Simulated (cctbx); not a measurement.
**Zn3S2Cl2 with cctbx, script by script**

Library: cctbx 2025.11. The data are simulated by the first script.

## 1. Simulate the data

run.py:

```python
from cctbx import adptbx, crystal, miller, sgtbx, xray
from cctbx.array_family import flex
from iotbx.shelx import hklf
from scitbx import matrix
import scitbx.random

cs = crystal.symmetry(unit_cell=(8.24, 8.24, 8.24, 90, 90, 90), space_group_symbol='Hall: I 2b 2c 3')  # I2_13
atoms = [  # label, site, U (iso, or U11 U22 U33 U12 U13 U23 in A^2), occupancy
    ("Zn1", (0, 0.75, 0.1915), (0.0087, 0.0094, 0.0096, -0.0002, 0.0000, 0.0000), 1),
    ("Cl1", (0.4917, 0.0083, 0.9917), (0.0074, 0.0074, 0.0074, -0.0001, 0.0001, -0.0001), 1),
    ("S1", (0.728, 0.772, 0.228), (0.0083, 0.0083, 0.0083, 0.0012, -0.0012, 0.0012), 1),
]
xs = xray.structure(crystal_symmetry=cs)
for label, site, u, occ in atoms:
    u = adptbx.u_cif_as_u_star(cs.unit_cell(), u) if isinstance(u, tuple) else u
    xs.add_scatterer(xray.scatterer(label, site=site, u=u, occupancy=occ))
xs.set_inelastic_form_factors(1.54184, "sasaki")
xs.show_summary()
p1 = xs.expand_to_p1()
ms = miller.build_set(p1, anomalous_flag=True, d_min=0.83)
flex.set_random_seed(629894)
scitbx.random.set_random_seed(629894)
ms = ms.select(flex.random_double(ms.size()) < 0.8)
i = ms.structure_factors_from_scatterers(p1, algorithm="direct").f_calc().as_intensity_array().data()
law = matrix.sqr((0, -1, 0, -1, 0, 0, 0, 0, -1))
mate = flex.miller_index([tuple(matrix.row(h) * law) for h in ms.indices()])
i2 = ms.customized_copy(indices=mate).structure_factors_from_scatterers(p1, algorithm="direct").f_calc().as_intensity_array().data()
i = (1 - 0.4) * i + 0.4 * i2
i = i * 40000 / flex.max(i)
sig = flex.sqrt(i + flex.pow2(0.06 * i) + 2 ** 2)
noise = scitbx.random.variate(scitbx.random.normal_distribution())(i.size())
data = ms.array(data=i + sig * noise, sigmas=sig).set_observation_type_xray_intensity()
with open("data.hkl", "w") as f:
    data.export_as_shelx_hklf(f)
print("reflections written:", data.size(), " <I/sigma> = %.1f" % flex.mean(data.data() / data.sigmas()))
for h, a, b in list(data.sort("data"))[:12]:
    print("%4d%4d%4d %9.1f %7.1f" % (h + (a, b)))
```

```console
$ python run.py
```

```text
Number of scatterers: 3
At special positions: 3
Unit cell: (8.24, 8.24, 8.24, 90, 90, 90)
Space group: I 21 3 (No. 199)
reflections written: 3288  <I/sigma> = 7.5
   0   4   0   44717.1  2408.3
   4   0   0   41337.4  2408.3
   0   0  -4   39640.8  2408.3
  -4   0   0   39501.1  2408.3
   0  -4   0   38969.9  2408.3
  -2  -2   2   18141.8   997.7
   2  -2   2   17265.4   997.8
   2   2   2   17091.1   997.7
  -2  -2  -2   16663.6   997.8
   2   2  -2   16414.4   997.8
  -2   2   2   16334.6   997.8
   2  -2  -2   16207.7   997.7
```

It took 0.49 s on 1 thread of Arm Neoverse N1, on a shared host, peak memory 0.07 GiB.

## 2. Symmetry

run.py:

```python
from cctbx import crystal, sgtbx, statistics
from cctbx.array_family import flex
from iotbx.shelx import hklf

p1 = crystal.symmetry(unit_cell=(8.24, 8.24, 8.24, 90, 90, 90), space_group_symbol="P 1")
raw = hklf.reader(file_name="data.hkl").as_miller_arrays(crystal_symmetry=p1, anomalous=True)[0]
print(raw.size(), "reflections to d = %.3f A" % raw.d_min())
isig = raw.data() / raw.sigmas()
print("centring   violations  <I/sigma> of those")
best = "P"
for c in "ABCIRF":
    a = raw.customized_copy(space_group_info=sgtbx.space_group_info("Hall: %s 1" % c)).sys_absent_flags().data()
    m = flex.mean(isig.select(a))
    print("%5s %10d of %5d %8.1f" % (c, (isig.select(a) > 4).count(True), a.count(True), m))
    if (isig.select(a) > 4).count(True) < 0.01 * a.count(True):
        best = c
raw = raw.select(~raw.customized_copy(space_group_info=sgtbx.space_group_info("Hall: %s 1" % best)).sys_absent_flags().data())
isig = raw.data() / raw.sigmas()
rows = []
for s in sgtbx.space_group_symbol_iterator():
    g = sgtbx.space_group(s)
    if g.conventional_centring_type_symbol() != best or not g.is_compatible_unit_cell(p1.unit_cell(), 1e-3, 0.02):
        continue
    rows.append((s, g))
print("Laue class    unique    Rint  (classes that these axes allow; Friedel mates merged)")
rint = {}
for s, g in rows:
    laue = g.build_derived_patterson_group()
    key = laue.type().hall_symbol()
    if key not in rint:
        m = raw.customized_copy(space_group_info=laue.info(), anomalous_flag=False).merge_equivalents()
        rint[key] = m.r_int()
        print("%-14s %6d %7.3f" % (laue.type().lookup_symbol(), m.array().size(), m.r_int()))
floor = min(rint.values())
good = [(s, g) for s, g in rows if rint[g.build_derived_patterson_group().type().hall_symbol()] < 2 * floor + 0.03]
top = max(g.build_derived_patterson_group().order_z() for s, g in good)
print("space group    extra absences  I>4sigma  <I/sigma>")
for s, g in good:
    laue = g.build_derived_patterson_group()
    if laue.order_z() != top:
        continue
    a = raw.customized_copy(space_group_info=g.info()).sys_absent_flags().data()
    a &= ~raw.customized_copy(space_group_info=laue.info()).sys_absent_flags().data()
    bad = (isig.select(a) > 4).count(True)
    if bad <= 0.03 * a.count(True):
        print("%-16s %8d %10d %9s  %s" % (s.universal_hermann_mauguin(), a.count(True), bad, "%.1f" % flex.mean(isig.select(a)) if a.count(True) else "-", "centric" if g.is_centric() else "acentric"))
laue = max(good, key=lambda t: t[1].build_derived_patterson_group().order_z())[1].build_derived_patterson_group()
f = raw.customized_copy(space_group_info=laue.info(), anomalous_flag=False).merge_equivalents().array().eliminate_sys_absent().f_sq_as_f()
f.set_observation_type_xray_amplitude()
bins = max(3, min(8, f.size() // 12))
f.setup_binner(n_bins=bins)
w = statistics.wilson_plot(f, {e: n / laue.order_z() for e, n in {'Zn': 12.0, 'Cl': 8.0, 'S': 8.0}.items()}, e_statistics=True)
print("Wilson B = %.2f A^2   <|E^2-1|> = %.3f (0.968 centric, 0.736 acentric)   E^2>4: %.1f %%" % (w.wilson_b, w.mean_e_sq_minus_1, w.percent_e_sq_gt_2))
print("shell (A)         n   <I/sigma>")
m = raw.customized_copy(space_group_info=laue.info(), anomalous_flag=False).merge_equivalents().array().eliminate_sys_absent()
for b in m.setup_binner(n_bins=bins).range_used():
    sel = m.binner().selection(b)
    print("%5.2f - %4.2f %6d %8.1f" % (min(m.binner().bin_d_range(b)[0] if m.binner().bin_d_range(b)[0] > 0 else 99, 99), m.binner().bin_d_range(b)[1], sel.count(True), flex.mean((m.data() / m.sigmas()).select(sel))))
```

```console
$ python run.py
```

```text
3288 reflections to d = 0.832 A
centring   violations  <I/sigma> of those
    A        846 of  1675      7.4
    B        856 of  1667      7.5
    C        838 of  1666      7.4
    I          0 of  1613     -0.0
    R       1105 of  2195      7.4
    F       1270 of  2504      7.5
Laue class    unique    Rint  (classes that these axes allow; Friedel mates merged)
I 1 2/m 1         558   0.044
I 1 1 2/m         561   0.044
I 2/m 1 1         559   0.045
I m m m           320   0.048
I 4/m             283   0.086
I 4/m m m         176   0.087
I m -3            108   0.051
I m -3 m           70   0.088
space group    extra absences  I>4sigma  <I/sigma>
I 4 3 2                 0          0         -  acentric
I -4 3 m                0          0         -  acentric
I m -3 m                0          0         -  centric
Wilson B = 1.13 A^2   <|E^2-1|> = 0.593 (0.968 centric, 0.736 acentric)   E^2>4: 0.0 %
shell (A)         n   <I/sigma>
 5.83 - 1.42     17     43.7
 1.42 - 1.13     15     55.4
 1.13 - 0.99     13     56.1
 0.99 - 0.90     12     50.8
 0.90 - 0.83     13     51.4
```

Time: 0.55 s.

## 3. Refinement

run.py:

```python
import math
from cctbx import adptbx, crystal, maptbx, sgtbx, xray
from cctbx.array_family import flex
from cctbx.xray import observations
from iotbx.shelx import hklf
from scitbx.lstbx import normal_eqns_solving
from smtbx import absolute_structure, utils
from smtbx.refinement import constraints, least_squares

cs = crystal.symmetry(unit_cell=(8.24, 8.24, 8.24, 90, 90, 90), space_group_symbol='Hall: I 2b 2c 3')  # I2_13
atoms = [  # label, site, U (iso, or U11 U22 U33 U12 U13 U23 in A^2), occupancy
    ("Zn1", (0, 0.75, 0.1927), 0.0200, 1),
    ("Cl1", (0.493, 0.007, 0.993), 0.0200, 1),
    ("S1", (0.7307, 0.7693, 0.2307), 0.0200, 1),
]
xs = xray.structure(crystal_symmetry=cs)
for label, site, u, occ in atoms:
    u = adptbx.u_cif_as_u_star(cs.unit_cell(), u) if isinstance(u, tuple) else u
    xs.add_scatterer(xray.scatterer(label, site=site, u=u, occupancy=occ))
xs.set_inelastic_form_factors(1.54184, "sasaki")
xs.convert_to_anisotropic()
raw = hklf.reader(file_name="data.hkl").as_miller_arrays(crystal_symmetry=cs, anomalous=True)[0]
merged = raw.eliminate_sys_absent().merge_equivalents()
fo2 = merged.array().set_observation_type_xray_intensity()
print("Rint %.3f, %d unique reflections to %.2f A" % (merged.r_int(), fo2.size(), fo2.d_min()))
for sc in xs.scatterers():
    sc.flags.set_grad_site(True)
    sc.flags.set_grad_u_aniso(sc.flags.use_u_aniso())
    sc.flags.set_grad_u_iso(sc.flags.use_u_iso())
obs = fo2.as_xray_observations()
extra = {}
rep = constraints.reparametrisation(xs, [], utils.connectivity_table(xs), **extra)
ls = least_squares.crystallographic_ls(obs, rep, weighting_scheme=least_squares.mainstream_shelx_weighting(a=0, b=0))
print("cycle     R1     wR2    GooF  max shift (A)")
for cycle in range(8):
    ls.build_up()
    r1, wr2, goof = ls.r1_factor(cutoff_factor=2)[0], ls.wR2(), ls.goof()
    old = xs.sites_cart()
    normal_eqns_solving.levenberg_marquardt_iterations(ls, n_max_iterations=3, tau=1e-06, step_threshold=1e-7)
    big = flex.max((xs.sites_cart() - old).norms())
    print("%4d %7.4f %7.4f %7.3f %9.5f" % (cycle + 1, r1, wr2, goof, big))
    ls.build_up(objective_only=True)
    if abs(ls.wR2() - wr2) < 5e-5 and big < 5e-4:
        break
ls.build_up()
print("final R1 %.4f wR2 %.4f GooF %.3f  parameters %d  data/parameter %.1f" % (ls.r1_factor(cutoff_factor=2)[0], ls.wR2(), ls.goof(), ls.n_parameters, fo2.size() / ls.n_parameters))
cov = ls.covariance_matrix_and_annotations()
su = dict(zip(cov.annotations, (math.sqrt(max(v, 0)) for v in cov.matrix.matrix_packed_u_diagonal())))
a2 = cs.unit_cell().reciprocal_parameters()[0] ** -2
print("atom        x        y        z      Ueq    occ   su(xyz)  su(Uiso or U11)")
for sc in xs.scatterers():
    s = max(su.get(sc.label + k, 0) for k in (".x", ".y", ".z"))
    npd = "" if sc.is_positive_definite_u(cs.unit_cell()) else "  NPD"
    print("%-5s %8.5f %8.5f %8.5f %8.4f %6.3f %8.5f %7.4f%s" % ((sc.label,) + sc.site + (sc.u_iso_or_equiv(cs.unit_cell()), sc.occupancy, s, su.get(sc.label + ".uiso", su.get(sc.label + ".u11", 0) * a2), npd)))
fo = fo2.f_sq_as_f()
fc = fo.structure_factors_from_scatterers(xs, algorithm="direct").f_calc()
diff = fo.f_obs_minus_f_calc(1 / math.sqrt(ls.scale_factor()), fc).average_bijvoet_mates()
m = diff.fft_map(symmetry_flags=maptbx.use_space_group_symmetry, resolution_factor=0.25).apply_volume_scaling()
print("difference map: max %.2f min %.2f rms %.2f" % (m.statistics().max(), m.statistics().min(), m.statistics().sigma()))
peaks = m.peak_search(parameters=maptbx.peak_search_parameters(min_distance_sym_equiv=0.6, max_clusters=6)).all()
near = xs.closest_distances(peaks.sites(), distance_cutoff=4)
sps = cs.special_position_settings(min_distance_sym_equiv=0.5)
for k, (x, h) in enumerate(zip(peaks.sites(), peaks.heights())):
    ss = sps.site_symmetry(x)
    print("Q%-3d %7.4f %7.4f %7.4f %4d %7.2f  %.2f A from %s" % ((k + 1,) + tuple(t % 1 for t in ss.exact_site()) + (ss.multiplicity(), h, near.smallest_distances[k], xs.scatterers()[near.i_seqs[k]].label)))
```

```console
$ python run.py
```

```text
Rint 0.049, 179 unique reflections to 0.83 A
cycle     R1     wR2    GooF  max shift (A)
   1  0.1799  0.4179  18.211   0.03232
   2  0.1528  0.3631  15.826   0.00075
   3  0.1529  0.3630  15.822   0.00010
final R1 0.1530 wR2 0.3630 GooF 15.822  parameters 11  data/parameter 16.3
atom        x        y        z      Ueq    occ   su(xyz)  su(Uiso or U11)
Zn1    0.00000  0.75000  0.19157   0.0105  1.000  0.00071  0.0037
Cl1    0.49178  0.00822  0.99178   0.0061  1.000  0.00075  0.0025
S1     0.72838  0.77162  0.22838   0.0053  1.000  0.00075  0.0026  NPD
difference map: max 6.46 min -4.65 rms 1.56
Q1    0.0091  0.1533  0.7754   24    6.72  1.98 A from Zn1
Q2    0.0138  0.0138  0.0138    8    5.97  0.08 A from Cl1
Q3    0.0940  0.2455  0.1622   24    5.44  1.43 A from Zn1
Q4    0.0000  0.2500  0.4332   12    5.41  1.03 A from Zn1
Q5    0.0686  0.0686  0.0686    8    4.54  0.86 A from Cl1
Q6    0.0855  0.2498  0.3529   24    3.87  0.79 A from Zn1
```

Time: 1 s.

This run holds a fault made on purpose: twinning ignored.

## 4. Refinement (twin law added)

run.py, as its changes from the last script of this kind:

```diff
@@ -30,2 +30,3 @@
-obs = fo2.as_xray_observations()
-extra = {}
+twin = xray.twin_component(sgtbx.rot_mx((0, -1, 0, -1, 0, 0, 0, 0, -1)), 0.2, True)
+obs = observations.customized_copy(fo2.as_xray_observations(), (), (twin,))
+extra = dict(twin_fractions=(twin,))
@@ -55,11 +56 @@
-fo = fo2.f_sq_as_f()
-fc = fo.structure_factors_from_scatterers(xs, algorithm="direct").f_calc()
-diff = fo.f_obs_minus_f_calc(1 / math.sqrt(ls.scale_factor()), fc).average_bijvoet_mates()
-m = diff.fft_map(symmetry_flags=maptbx.use_space_group_symmetry, resolution_factor=0.25).apply_volume_scaling()
-print("difference map: max %.2f min %.2f rms %.2f" % (m.statistics().max(), m.statistics().min(), m.statistics().sigma()))
-peaks = m.peak_search(parameters=maptbx.peak_search_parameters(min_distance_sym_equiv=0.6, max_clusters=6)).all()
-near = xs.closest_distances(peaks.sites(), distance_cutoff=4)
-sps = cs.special_position_settings(min_distance_sym_equiv=0.5)
-for k, (x, h) in enumerate(zip(peaks.sites(), peaks.heights())):
-    ss = sps.site_symmetry(x)
-    print("Q%-3d %7.4f %7.4f %7.4f %4d %7.2f  %.2f A from %s" % ((k + 1,) + tuple(t % 1 for t in ss.exact_site()) + (ss.multiplicity(), h, near.smallest_distances[k], xs.scatterers()[near.i_seqs[k]].label)))
+print("twin fraction %.3f" % twin.value)
```

```console
$ python run.py
```

```text
Rint 0.049, 179 unique reflections to 0.83 A
cycle     R1     wR2    GooF  max shift (A)
   1  0.1138  0.2749  12.018   0.03815
   2  0.0087  0.0223   0.977   0.00006
   3  0.0087  0.0223   0.973   0.00000
final R1 0.0087 wR2 0.0223 GooF 0.973  parameters 12  data/parameter 14.9
atom        x        y        z      Ueq    occ   su(xyz)  su(Uiso or U11)
Zn1    0.00000  0.75000  0.19147   0.0092  1.000  0.00005  0.0002
Cl1    0.49177  0.00823  0.99177   0.0073  1.000  0.00006  0.0002
S1     0.72802  0.77198  0.22802   0.0084  1.000  0.00006  0.0002
twin fraction 0.400
```

Run time: 0.98 s on 1 thread of Arm Neoverse N1 (shared host), peak memory 0.08 GiB.

[Logs are printed without paths, hosts, clocks, repeated set-up lines and the standing remarks that a program may print on its own settings, such as how far it seeks lower states.]
